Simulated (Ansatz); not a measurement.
# Rb2ScCuF6 (Fm-3m): the gap up the ladder of methods, part 2 of 2

Wanted: a ladder of band gaps for Rb2ScCuF6 (Fm-3m), from density functionals to G0W0.

Ansatz 0.2.0; density functionals, hybrids and G0W0, plane waves, PAW. Known limits of the many-body steps: finite bands, screening cutoff and k mesh; no spin-orbit coupling in G0W0; d shells not analysed.

So far. Step 11 (G0W0@HSE06, 4×4×4 mesh, 892 empty bands, screening to …): Over all 8 irreducible mesh points the G0W0 gap is 5.229 eV, from k = (0.000, 0.000, -0.500) to k = Γ. The HSE06 gap of this run on the mesh is 3.767 eV. The two states that bound the G0W0 gap lie that far apart at the start, so the correction of the gap is 5.229 − 3.767 = +1.462 eV. G0W0@HSE06 against G0W0@PBE with 937 bands: 5.229 − 3.725 = +1.504 eV, with the same mesh, files and cutoffs, and both edges at the same k points.

In doubt: one-shot GW on d or f shells is unsure (steps 10, 11, 12), so the values of those runs are not to be relied on; masses and optical values from hybrid runs of this build are listed as unsure (steps 11, 12), which bears on the screening that GW takes from such a start.

### Step 13. All levels together

Each gap is the least one over the points named; times are wall times on shared hosts, not benchmarks. A G0W0 time includes the run's own self-consistent start. Runs with listed points see these and the mesh alone, so an edge that moves elsewhere is missed. Rows marked * are further runs, not shown as steps, whose inputs differ from the G0W0 step on the same start in the columns given; solver thresholds can differ too. Rows marked ? have an edge level that the program doubts. Symmetry makes (0.500, 0.500, 0.500) and (0.000, 0.000, -0.500) one point.

| level | mesh | files, cutoff | bands summed, screening | points | gap (eV) | valence top | conduction bottom | least direct gap (eV) | time |
| --- | --- | --- | --- | --- | --- | --- | --- | --- | --- |
| LDA | 6×6×6 | soft_1 PAW, 420 eV | - | mesh and listed points | 1.302 | (0.500, 0.500, 0.500) | Γ | 1.432 | 8.2 s |
| PBEsol | 6×6×6 | soft_1 PAW, 420 eV | - | mesh and listed points | 1.368 | (0.500, 0.500, 0.500) | Γ | 1.497 | 11 s |
| PBE | 6×6×6 | soft_1 PAW, 420 eV | - | mesh and path | 1.470 | (0.500, 0.500, 0.500) | Γ | 1.597 | 13 s |
| PBE+SOC | 6×6×6 | soft_1 PAW, 420 eV | - | mesh and listed points | 1.438 | (0.500, 0.500, 0.500) | Γ | 1.564 | 9.9 s |
| r2SCAN | 6×6×6 | soft_1 PAW, 500 eV | - | mesh and listed points | 1.866 | (0.500, 0.500, 0.500) | Γ | 1.982 | 8.4 s |
| HSE06 | 4×4×4 | soft_1 PAW, 420 eV | - | mesh and listed points | 3.767 | (0.500, 0.500, 0.500) | Γ | 3.883 | 36 s |
| PBE0 | 4×4×4 | soft_1 PAW, 420 eV | - | mesh and listed points | 4.535 | (0.500, 0.500, 0.500) | Γ | 4.654 | 34 s |
| DDH-PBE0 | 4×4×4 | soft_1 PAW, 420 eV | - | mesh and listed points | 6.159 | (0.500, 0.500, 0.500) | Γ | 6.275 | 52 s |
| G0W0@PBE*? | 4×4×4 | soft_1 PAW, 420 eV | 191, 54 eV | all 8 irreducible mesh points | 4.334 | (0.000, 0.000, -0.500) | Γ | 4.394 | 11 s |
| G0W0@PBE*? | 4×4×4 | soft_1 PAW, 420 eV | 459, 108 eV | all 8 irreducible mesh points | 3.792 | (0.000, 0.000, -0.500) | Γ | 3.861 | 23 s |
| G0W0@PBE? | 4×4×4 | soft_1 PAW, 420 eV | 937, 180 eV | all 8 irreducible mesh points | 3.725 | (0.000, 0.000, -0.500) | Γ | 3.796 | 41 s |
| G0W0@PBE*? | 2×2×2 | soft_1 PAW, 420 eV | 459, 108 eV | all 3 irreducible mesh points | 3.857 | (0.000, 0.000, -0.500) | Γ | 3.914 | 7.9 s |
| G0W0@HSE06 | 4×4×4 | soft_1 PAW, 420 eV | 937, 180 eV | all 8 irreducible mesh points | 5.229 | (0.000, 0.000, -0.500) | Γ | 5.347 | 2 min |
| G0W0@PBE0 | 4×4×4 | soft_1 PAW, 420 eV | 937, 180 eV | all 8 irreducible mesh points | 5.554 | (0.000, 0.000, -0.500) | Γ | 5.675 | 2.1 min |

### Step 14. Summary of results

| Quantity | Value |
| --- | --- |
| LDA, over mesh and listed points | 1.302 eV |
| PBEsol, over mesh and listed points | 1.368 eV |
| PBE, over mesh and path | 1.470 eV |
| PBE+SOC, over mesh and listed points | 1.438 eV |
| r2SCAN, over mesh and listed points | 1.866 eV |
| HSE06, over mesh and listed points | 3.767 eV |
| PBE0, over mesh and listed points | 4.535 eV |
| DDH-PBE0, over mesh and listed points | 6.159 eV |
| G0W0@PBE (937 bands, 4×4×4), over all 8 irreducible mesh points | 3.725 eV |
| G0W0@HSE06, over all 8 irreducible mesh points | 5.229 eV |
| G0W0@PBE0, over all 8 irreducible mesh points | 5.554 eV |
| known limits | finite bands, screening cutoff and k mesh; no spin-orbit coupling in G0W0; d shells not analysed |

The rows run from 1.302 eV (LDA) to 6.159 eV (DDH-PBE0). They differ in mesh, plane-wave cutoff, bands and screening cutoff of G0W0 and the points over which the gap was sought as well as in level, so only pairs that share these are like for like. PBEsol against LDA: 1.368 − 1.302 = +0.066 eV, with the same mesh, files and cutoff, and both edges at the same k points. PBE against PBEsol: 1.470 − 1.368 = +0.102 eV, with the same mesh, files and cutoff, and both edges at the same k points. PBE+SOC against PBE: 1.438 − 1.470 = −0.032 eV, with the same mesh, set of files (read in its fully relativistic form for the spin-orbit run) and cutoff, and both edges at the same k points. The spin-orbit run sees mesh and listed points alone, so its gap is an upper bound: the coupling can move an edge off these points, and the change over the zone, its sign included where it is small, is not known. PBE0 against HSE06: 4.535 − 3.767 = +0.768 eV, with the same mesh, files and cutoff, and both edges at the same k points. DDH-PBE0 against PBE0: 6.159 − 4.535 = +1.624 eV, with the same mesh, files and cutoff, and both edges at the same k points. G0W0@HSE06 against G0W0@PBE with 937 bands: 5.229 − 3.725 = +1.504 eV, with the same mesh, files and cutoffs, and both edges at the same k points. The program doubts an edge level of G0W0@PBE with 937 bands (4×4×4, soft_1 PAW). G0W0@PBE0 against G0W0@HSE06 with 937 bands: 5.554 − 5.229 = +0.325 eV, with the same mesh, files and cutoffs, and both edges at the same k points. The dielectric-dependent hybrid took 0.376 of exact exchange, against 0.25 in PBE0. G0W0@PBE (937 bands, 4×4×4) moves the gap of its own start on the mesh by 3.725 − 1.470 = +2.255 eV, between the same two levels. Both edges that PBE shows over mesh and path lie at k points where levels were corrected. Levels at other points were not corrected, so a lower G0W0 gap elsewhere in the zone is not ruled out. G0W0@HSE06 moves the gap of its own start on the mesh by 5.229 − 3.767 = +1.462 eV, between the same two levels. Both edges that HSE06 shows over mesh and listed points lie at k points where levels were corrected. Levels at other points were not corrected, so a lower G0W0 gap elsewhere in the zone is not ruled out. G0W0@PBE0 moves the gap of its own start on the mesh by 5.554 − 4.535 = +1.019 eV, between the same two levels. Both edges that PBE0 shows over mesh and listed points lie at k points where levels were corrected. Levels at other points were not corrected, so a lower G0W0 gap elsewhere in the zone is not ruled out. What spin-orbit coupling does to the G0W0 levels was not computed, so no sum with the G0W0 gap is formed. For G0W0@PBE: from 191 bands and 54 eV to 937 bands and 180 eV the gap moves by 3.725 − 4.334 = −0.609 eV (rung by rung 4.334, 3.792, 3.725 eV); bands and screening cutoff rise together, so their parts are not told apart. An edge row is in doubt in the runs with 191, 459 and 937 bands, so no limit is drawn and it is not known. The other G0W0 rows are shown at one basis each (937 bands), so their distance from the limit is not known here. With the 2×2×2 mesh in place of the 4×4×4 mesh and all else as in the G0W0@PBE row with 459 bands, the gap differs by 3.857 − 3.792 = +0.065 eV, and that of the start by 1.462 − 1.470 = −0.008 eV. The program doubts an edge level of G0W0@PBE with 459 bands (2×2×2, soft_1 PAW). The program doubts an edge level of G0W0@PBE with 459 bands (4×4×4, soft_1 PAW). For G0W0@PBE (937 bands, 4×4×4): the program marks 44 of the 48 corrected levels as in doubt (energies apart, Σc rises), among them the valence top. For G0W0@HSE06: the program's warnings for this run: metallic iterate. For G0W0@PBE0: the program's warnings for this run: metallic iterate. For the further run with 459 bands on the 4×4×4 mesh, the program warns: eigensolver not converged. For the further run with 459 bands on the 2×2×2 mesh, the program warns: eigensolver not converged. The G0W0 runs are scalar-relativistic. One-shot GW is known to converge slowly in bands for compounds with shallow d shells. The cell holds Cu; the filling of the d shell and its place against the gap were not analysed here. G0W0@PBE runs of this series with other atomic data on the same mesh, not shown as steps, give 3.764 eV (hard PAW, 1050 eV, 1367 bands, screening to 234 eV); where bands and cutoffs differ too, the part of the files is not isolated. The program doubts an edge level of G0W0@PBE with 1367 bands (4×4×4, hard PAW).

[Runs of the session that timed out or met a known fault of the program may be left out.]

[Cells called generated may have been cut or substituted from an entry of the Crystallography Open Database or the Materials Project.]

[Hosts, paths, dates, database ids (printed as entryN), source tags and the programs' standing remarks are cut or masked in the printed files.]

[Where an RPA ε∞ is given, it is that of the G0W0 mesh and is not shown converged in it. Names of k-points follow the symmetry that the program found, which can be lower than the space group named. Band edges on a path are those of the sampled points; other points can move an edge, and change direct to indirect where valleys lie close.]

[Hybrid gaps are those of their k-mesh and are not shown converged in it.]
